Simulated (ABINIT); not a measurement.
**SiC (P6_3mc): G0W0 with ABINIT, start to end**

Wanted: ground state, empty states, screening and self-energy for SiC (P6_3mc).

Main program and level: ABINIT 10.8.3; PBE and many-body steps on it, plane waves.

**Experimental background.**

- Gap 3.26 eV: band gap of pure 4H-SiC, stated as experimental; bulk crystal (pure 4H-SiC, measurement details not given) (quoted in “IBIL Measurement and Optical Simulation of the DI Center in 4H-SiC”, 2023, pmc:10096426).

- Gap 3.2 eV: experimental band gap quoted from earlier work; bulk crystal (quoted in “Local vibrational modes of Si vacancy spin qubits in SiC”, 2020, arxiv:2002.00067).

- Gap 3.26 eV: band gap at cryogenic temperature; bulk crystal (literature value) (quoted in “Silicon carbide diodes for neutron detection”, 2020, arxiv:2009.14696).

- Gap 3.285 eV: band gap at low temperature, quoted from earlier experiments; bulk crystal (quoted in “Excitation properties of the divacancy in 4H-SiC”, 2018, arxiv:1804.01167).

Report form: the programs' logs are mostly left out.

### 1. The structure

Symmetry: P6_3mc, No. 186, hexagonal system. Conventional cell: a = 3.076 Å, b = 3.076 Å, c = 10.071 Å, α = 90.00°, β = 90.00°, γ = 120.00°. Nearest to Si lie 4 C at 1.88 to 1.89 Å. C has 4 Si at 1.88 to 1.89 Å nearest. C has 4 Si at 1.88 to 1.89 Å nearest. Farther neighbours are not listed.

Structure file:

```cif
data_structure
_symmetry_space_group_name_H-M 'P6_3mc'
_symmetry_Int_Tables_number 186
_cell_length_a 3.0757
_cell_length_b 3.0757
_cell_length_c 10.0706
_cell_angle_alpha 90.000
_cell_angle_beta 90.000
_cell_angle_gamma 120.000
_cell_volume 82.50
loop_
_atom_site_label
_atom_site_type_symbol
_atom_site_symmetry_multiplicity
_atom_site_Wyckoff_symbol
_atom_site_fract_x
_atom_site_fract_y
_atom_site_fract_z
_atom_site_occupancy
Si1 Si 2 b 0.66667 0.33333 0.93784 1
Si2 Si 2 a 0.00000 0.00000 0.68789 1
C1 C 2 b 0.66667 0.33333 0.74980 1
C2 C 2 a 0.00000 0.00000 0.50046 1
```

The cell and positions are those that the Materials Project relaxed with its own functionals (PBE, PBE+U or r2SCAN), kept fixed.

### 2. Ground state

This step: ABINIT 10.8.3; DFT, PBE, plane waves, norm-conserving pseudopotentials.

The ground-state density comes first.

File run.abi:

```
acell 3*1.0 Angstrom
rprim 
  3.075694149693 -0.000000000023 0.000000000000
  -1.537847074826 2.663629267917 0.000000000000
  0.000000000000 0.000000000000 10.070646480000
ntypat 2
znucl 14 6
natom 8
typat 1 1 1 1 2 2 2 2
xred 
  0.666666666667 0.333333333333 0.937841980000
  0.333333333333 0.666666666667 0.437841980000
  0.000000000000 0.000000000000 0.687894380000
  0.000000000000 0.000000000000 0.187894380000
  0.666666666667 0.333333333333 0.749802590000
  0.333333333333 0.666666666667 0.249802590000
  0.000000000000 0.000000000000 0.500460050000
  0.000000000000 0.000000000000 0.000460050000
pp_dirpath "pseudos"
pseudos "Si.upf, C.upf"
ecut 37
ngkpt 6 6 2
nshiftk 1
shiftk 0 0 0
kptopt 1
chksymbreak 0
nband 24
occopt 1
tolvrs 1e-10
nstep 60
prtwf 0
optforces 0
optstress 0
indata_prefix "in"
outdata_prefix "out"
tmpdata_prefix "tmp"
```

Run with:

```sh
$ OMP_NUM_THREADS=1 mpirun -n 4 abinit run.abi > log
```

Wall time 11 s (4 MPI ranks of AMD EPYC 9R45, shared host); peak memory 0.4 GiB.

Numbers from this step:

- total energy: -1117.8023 eV
- gap: 2.228 eV
- k of the valence top: 0, 0, 0
- k of the conduction bottom: 0.5, 0, 0
- least direct gap: 3.353 eV

The gap is indirect, with the least direct gap 1.13 eV higher.

### 3. Bands along the symmetry lines

The cheap functional maps the bands first; the places of the edges decide which points the dearer methods must see.

run.abi: that of step 2 with these lines changed.

```diff
@@ -21,14 +21,53 @@
 ecut 37
-ngkpt 6 6 2
-nshiftk 1
-shiftk 0 0 0
-kptopt 1
-chksymbreak 0
-nband 24
-occopt 1
-tolvrs 1e-10
-nstep 60
+iscf -2
+irdden 1
+kptopt 0
+nkpt 39
+kpt 
+  0.00000000 0.00000000 0.00000000
+  0.12500000 0.00000000 0.00000000
+  0.25000000 0.00000000 0.00000000
+  0.37500000 0.00000000 0.00000000
+  0.50000000 0.00000000 0.00000000
+  0.45833333 0.08333333 0.00000000
+  0.41666666 0.16666666 0.00000000
+  0.37500000 0.25000000 0.00000000
+  0.33333333 0.33333333 0.00000000
+  0.25000000 0.25000000 0.00000000
+  0.16666666 0.16666666 0.00000000
+  0.08333333 0.08333333 0.00000000
+  0.00000000 0.00000000 0.00000000
+  0.00000000 0.00000000 0.12500000
+  0.00000000 0.00000000 0.25000000
+  0.00000000 0.00000000 0.37500000
+  0.00000000 0.00000000 0.50000000
+  0.12500000 0.00000000 0.50000000
+  0.25000000 0.00000000 0.50000000
+  0.37500000 0.00000000 0.50000000
+  0.50000000 0.00000000 0.50000000
+  0.45833333 0.08333333 0.50000000
+  0.41666666 0.16666666 0.50000000
+  0.37500000 0.25000000 0.50000000
+  0.33333333 0.33333333 0.50000000
+  0.25000000 0.25000000 0.50000000
+  0.16666666 0.16666666 0.50000000
+  0.08333333 0.08333333 0.50000000
+  0.00000000 0.00000000 0.50000000
+  0.50000000 0.00000000 0.50000000
+  0.50000000 0.00000000 0.37500000
+  0.50000000 0.00000000 0.25000000
+  0.50000000 0.00000000 0.12500000
+  0.50000000 0.00000000 0.00000000
+  0.33333333 0.33333333 0.50000000
+  0.33333333 0.33333333 0.37500000
+  0.33333333 0.33333333 0.25000000
+  0.33333333 0.33333333 0.12500000
+  0.33333333 0.33333333 0.00000000
+istwfk *1
+nband 23
+nbdbuf 2
+tolwfr 1e-08
+nstep 40
 prtwf 0
-optforces 0
-optstress 0
+prtvol 0
 indata_prefix "in"
```

Run time: 18 s. Hardware: 4 MPI ranks; peak memory 0.4 GiB; 72 s of CPU time.

Numbers from this step:

```
gap                        : 2.228 eV
k of the valence top       : 0, 0, 0
k of the conduction bottom : 0.5, 0, 0
least direct gap           : 3.353 eV
```

The gap is 2.228 eV, as in the run before at this level.

Electronic bands along the path, in eV, zero at the top of the highest filled band:

```
    point  band 13  band 14  band 15  band 16  band 17  band 18  band 19  band 20
        Γ    -0.58    -0.05     0.00     0.00     5.11     5.69     6.31     6.34
  halfway    -1.67    -1.63    -0.84    -0.55     3.79     4.30     5.08     6.14
        M    -2.37    -2.23    -1.58    -1.13     2.23     2.36     4.24     4.76
  halfway    -3.20    -2.57    -1.93    -1.85     3.15     3.99     4.73     6.09
        K    -4.00    -2.88    -2.88    -1.68     3.98     3.98     5.20     5.60
  halfway    -2.51    -2.08    -1.56    -0.93     4.70     4.93     5.30     6.34
        Γ    -0.58    -0.05     0.00     0.00     5.11     5.69     6.31     6.34
  halfway    -0.41    -0.41    -0.06    -0.06     5.17     5.54     6.52     6.58
        A    -0.21    -0.21    -0.21    -0.21     5.32     5.32     6.78     6.78
  halfway    -1.28    -1.28    -0.92    -0.92     3.96     3.96     5.58     5.58
        L    -2.51    -2.51    -1.56    -1.56     2.64     2.64     4.22     4.22
  halfway    -3.23    -3.23    -2.04    -2.04     3.53     3.53     5.51     5.51
        H    -2.76    -2.76    -2.46    -2.46     3.25     3.25     6.69     6.69
  halfway    -2.15    -2.15    -1.04    -1.04     4.96     4.96     5.53     5.53
        A    -0.21    -0.21    -0.21    -0.21     5.32     5.32     6.78     6.78
jump to L    -2.51    -2.51    -1.56    -1.56     2.64     2.64     4.22     4.22
  halfway    -2.49    -1.97    -1.89    -1.24     2.47     2.47     4.03     4.79
        M    -2.37    -2.23    -1.58    -1.13     2.23     2.36     4.24     4.76
jump to H    -2.76    -2.76    -2.46    -2.46     3.25     3.25     6.69     6.69
  halfway    -3.58    -2.65    -2.65    -2.00     3.55     3.55     5.62     6.19
        K    -4.00    -2.88    -2.88    -1.68     3.98     3.98     5.20     5.60
```

### 4. Empty states on the mesh, 3×3×2 mesh, 156 bands

The sums over transitions need many empty states on a uniform mesh; this step solves for them.

File run.abi:

```
acell 3*1.0 Angstrom
rprim 
  3.075694149693 -0.000000000023 0.000000000000
  -1.537847074826 2.663629267917 0.000000000000
  0.000000000000 0.000000000000 10.070646480000
ntypat 2
znucl 14 6
natom 8
typat 1 1 1 1 2 2 2 2
xred 
  0.666666666667 0.333333333333 0.937841980000
  0.333333333333 0.666666666667 0.437841980000
  0.000000000000 0.000000000000 0.687894380000
  0.000000000000 0.000000000000 0.187894380000
  0.666666666667 0.333333333333 0.749802590000
  0.333333333333 0.666666666667 0.249802590000
  0.000000000000 0.000000000000 0.500460050000
  0.000000000000 0.000000000000 0.000460050000
pp_dirpath "pseudos"
pseudos "Si.upf, C.upf"
ecut 37
ngkpt 3 3 2
nshiftk 1
shiftk 0 0 0
kptopt 1
chksymbreak 0
iscf -2
irdden 1
istwfk *1
nband 156
nbdbuf 14
tolwfr 1e-09
nstep 60
prtvol 0
indata_prefix "in"
outdata_prefix "out"
tmpdata_prefix "tmp"
```

Run time: 37 s. Hardware: 4 MPI ranks; peak memory 0.43 GiB.

This step gave:

```
gap                                                           : 3.011 eV
k of the valence top                                          : 0, 0, 0
k of the conduction bottom                                    : 0.3333, 0, 0
least direct gap                                              : 3.856 eV
k points computed                                             : 6
lowest point of the top converged band, above the valence top : 64.1533 eV
```

On this mesh the gap is 3.011 eV. The earlier step found 2.228 eV, so this mesh misses an edge.

### 5. Screening, 3×3×2 mesh, 142 bands, screening to 130.6 eV

The RPA dielectric matrix is built and inverted for each q.

This step: RPA screening on PBE, plane waves, norm-conserving pseudopotentials.

run.abi: that of step 4 with these lines changed.

```diff
@@ -26,10 +26,11 @@
 chksymbreak 0
-iscf -2
-irdden 1
 istwfk *1
-nband 156
-nbdbuf 14
-tolwfr 1e-09
-nstep 60
-prtvol 0
+occopt 1
+irdwfk 1
+optdriver 3
+nband 142
+ecuteps 4.8
+inclvkb 2
+awtr 1
+symchi 1
 indata_prefix "in"
```

The job ended after 15 s (4 MPI ranks; peak memory 1.1 GiB).

Numbers from this step:

```yaml
eps_infinity_with_local_fields_on_this_mesh_along_the_program_s_q_direction: 9.494
the_same_without_local_fields: 10.38
plasma_frequency: 23.13 eV
plane_waves_in_the_screening_matrix: 265
```

Local fields lower ε∞ by 9 %. On a Γ-centred mesh this coarse the value itself is usually too large, while a short band sum pulls it down.

### 6. Self-energy, 3×3×2 mesh, 142 bands, screening to 130.6 eV

The self-energy is evaluated for the states that the input lists, and the levels follow from it, in one-shot runs by the linearised quasiparticle equation.

This step: G0W0 on PBE, plane waves, norm-conserving pseudopotentials.

run.abi: that of step 5 with these lines changed.

```diff
@@ -29,8 +29,17 @@
 irdwfk 1
-optdriver 3
+optdriver 4
 nband 142
+gwcalctyp 0
+ecutsigx 37
+symsigma 1
+nkptgw 2
+kptgw 
+  0.0000000000 0.0000000000 0.0000000000
+  0.3333333333 0.0000000000 0.0000000000
+bdgw 
+  15 18
+  15 18
 ecuteps 4.8
-inclvkb 2
-awtr 1
-symchi 1
+irdscr 1
+ppmodel 1
 indata_prefix "in"
```

The job ended after 7.7 s (4 MPI ranks; peak memory 0.91 GiB).

This step gave:

* G0W0 gap on the points computed: 3.624 eV
* starting gap on the mesh: 3.011 eV
* k of the valence top: 0, 0, 0
* k of the conduction bottom: 0.3333, 0, 0
* Z at the valence top: 0.805
* Z at the conduction bottom: 0.829
* least direct G0W0 gap on the computed points: 4.592 eV

The gap on the mesh goes from 3.01 eV to 3.62 eV, a correction of +0.61 eV. The start differs from the 2.23 eV found before because the two sample other k points.

Limits: finite bands, cutoff and mesh; coarse k mesh. v1 is the top filled band, c1 the lowest empty one. The levels before and after the correction (eV, zero at the valence-band top of each column):

```
           conduction bottom  valence top
Kohn-Sham               3.01         0.00
     G0W0               3.62         0.00
```

```
                    level  energy (eV)
Kohn-Sham         Γ v2-v1        0.000
Kohn-Sham            Γ c1        5.111
Kohn-Sham            Γ c2        5.690
Kohn-Sham  (0.333 0 0) v2       -1.372
Kohn-Sham  (0.333 0 0) v1       -0.845
Kohn-Sham  (0.333 0 0) c1        3.011
Kohn-Sham  (0.333 0 0) c2        3.247
     G0W0         Γ v2-v1        0.000
     G0W0            Γ c1        5.920
     G0W0            Γ c2        6.487
     G0W0  (0.333 0 0) v2       -1.488
     G0W0  (0.333 0 0) v1       -0.968
     G0W0  (0.333 0 0) c1        3.624
     G0W0  (0.333 0 0) c2        3.864
```

### 7. Where the time went

Times are wall times on 4 MPI ranks of AMD EPYC 9R45, shared host, good to a factor of about two.

```
                          step   time  share  memory (GiB)
                  ground state   11 s   12 %           0.4
bands along the symmetry lines   18 s   20 %           0.4
      empty states on the mesh   37 s   41 %          0.43
                     screening   15 s   17 %           1.1
                   self-energy  7.7 s    9 %          0.91
```

### 8. What came out

```json
{"PBE gap": "2.23 eV, indirect", "G0W0 gap on the mesh": "3.62 eV", "G0W0 gap over the zone (rigid shift)": "2.84 eV", "GW settings": "3×3×2 mesh, 142 bands, screening to 130.6 eV, Godby-Needs plasmon pole", "known limits": "not at the basis limit; coarse k mesh"}
```

**Reading.** G0W0 moves the gap on the mesh from 3.01 eV to 3.62 eV (+0.61 eV), with Z of 0.81 and 0.83 at the edges. The mesh misses the band edges by 0.78 eV in all; a rigid shift gives 2.84 eV for the zone. Local fields lower the RPA ε∞ on this mesh from 10.38 to 9.49; a Γ-centred mesh this coarse tends to raise both, most where the direct gap is narrow, while a short band sum lowers them. Only 2 of the mesh's irreducible points were corrected, so a valley elsewhere could overtake. The dearest step here is «empty states on the mesh». Against experiment, by G0W0@PBE: the gap of 2.84 eV lies −0.42 eV from the measured 3.26 eV (kind not stated, quoted 2023); the gap of 2.84 eV lies −0.36 eV from the measured 3.2 eV (kind not stated, quoted 2020); the gap of 2.84 eV lies −0.42 eV from the measured 3.26 eV (kind not stated, quoted 2020); the gap of 2.84 eV lies −0.44 eV from the measured 3.285 eV (kind not stated, quoted 2018). The calculation has static nuclei and no excitons; a measured gap holds zero-point and thermal motion, which mostly lowers it. Bands and cutoff are finite, so the gap is not at the basis limit. The miss can reach some tenths of an eV and take either sign; the mesh is an error of its own. In the G0W0 run levels were corrected at 2 k points alone, so a gap called «on the mesh» is the least over those, and an edge elsewhere would be missed. A denser mesh or path gives a starting gap of 2.23 eV: the GW mesh misses a band edge, so its gaps are not the fundamental one. The 3×3×2 mesh is coarse for this cell, which bears on the long-range parts of exchange and screening.

[Paths, hosts, dates, memory and timing lines, banners, echoed tables and standing remarks are left out of the program output.]

[Logs are printed without paths, hosts, clocks, repeated set-up lines and the standing remarks that a program may print on its own settings, such as how far it seeks lower states.]

[Runs of the session that timed out or met a known fault of the program may be left out.]

[No measured gap is set beside runs whose start may be inverted or whose files or cutoffs have a known fault.]

[Hosts, paths, dates, database ids (printed as entryN), source tags and the programs' standing remarks are cut or masked in the printed files.]

[G0W0 gaps are taken among the corrected bands and points alone; a level outside them can change the order at an edge.]

[Where Ansatz stands beside ABINIT at settings called matched, ABINIT's density can come from a denser mesh and the files from another edition; pairs whose starting gaps differed by over 0.03 eV were left out, so agreement reads better than it is.]
